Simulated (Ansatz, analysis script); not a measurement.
Records of electronic-structure calculations.

## Free-standing triangular Mo monolayer, spacing 3.069 Å: spin spirals and exchange

The cell holds 1 atom: 1 Mo. Cell: a = 3.069 Å, b = 3.069 Å, c = 14.000 Å, α = 90.0°, β = 90.0°, γ = 120.0°. An idealised lattice of chosen spacing, in vacuum. Vacuum lies along c.

```
Mo
1.0
     3.06900    0.00000    0.00000
    -1.53450    2.65783    0.00000
     0.00000    0.00000   14.00000
Mo
1
Direct
  0.00000 0.00000 0.50000
```

```yaml
method: PBE, PAW set soft_1; spin spirals by the generalised Bloch theorem, no spin–orbit coupling (and 2 further levels or steps)
program: Ansatz 0.2.0 and analysis script 1
settings_of_one_run: cutoff 420 eV, 24×24×1 k-mesh, Fermi-Dirac occupations, smearing width 0.1 eV, cone angle 90 °, wavevectors 12, starting moments 1.06 μB
notes: No spin model is given, since the moments change too much along the path. The cell was taken as built, with atoms unrelaxed. In doubt: the program’s search for lower states was switched off, so a lower magnetic state than those reached may exist.
lowest_point_of_the_path: q = (0.333, 0.333, 0), -293 meV a magnetic atom from q = 0
highest_point: 0 meV a magnetic atom
```

The state at q = (0.333, 0.333, 0) lies 293 meV a magnetic atom below the ferromagnetic start, so that start is not the lowest state. The moments change by at most 147 % from their size at q = 0, so they are itinerant and a model of rigid spins is rough.

[Logs and program files are shortened in this print: banners, set-up blocks, solver, clock and traceback lines can be left out without a mark of their own.]

[Logs are printed without paths, hosts, clocks, repeated set-up lines and the standing remarks that a program may print on its own settings, such as how far it seeks lower states.]

[Hosts, paths, dates, database ids (printed as entryN), source tags and the programs' standing remarks are cut or masked in the printed files.]
